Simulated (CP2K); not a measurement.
Two runs for the C K edge of dimethylamine. Run A: CP2K XAS_TDP, all-electron GAPW, PBEh(45%), aug-cc-pVDZ, TDA, no relativity. Run B differs in one setting.

First lines with a strength over 0.0015. A:

| atom | energy (eV) | states | strength, one atom |
| --- | --- | --- | --- |
| C1 (bonded to N and 3 H), 2 alike | 284.09 | 1 | 0.0089 |
|  | 284.84 | 1 | 0.0129 |
|  | 285.00 | 1 | 0.0182 |
|  | 285.13 | 1 | 0.0101 |
|  | 285.69 | 1 | 0.0057 |

B:

```
                             atom  energy (eV)  states  strength, one atom
C1 (bonded to N and 3 H), 2 alike       277.59       1              0.0041
                                        278.23       1              0.0026
                                        278.40       1              0.0034
                                        278.56       1              0.0075
                                        278.95       1              0.0058
```

Q: Which was it: GW2X switched on, the functional, the basis, scalar relativity switched on?

The functional (functional from PBEh(45%) to PBE0; the lines alone don't name the new value). A functional moves all lines by electronvolts and changes their spacings and strengths. Against PBEh(45%) in aug-cc-pVDZ, the leading line moves by -6.50 eV, to 277.59 eV; the strength of C1's goes from 0.0089 to 0.0041. The next line of C1 over the strength cut lies 0.64 eV higher, against 0.75.

[Banner, clock and machine lines of the logs are left out without a mark of their own.]

[Logs are printed without paths, hosts, clocks, repeated set-up lines and the standing remarks that a program may print on its own settings, such as how far it seeks lower states.]

[Hosts, paths, dates, database ids (printed as entryN), source tags and the programs' standing remarks are cut or masked in the printed files.]
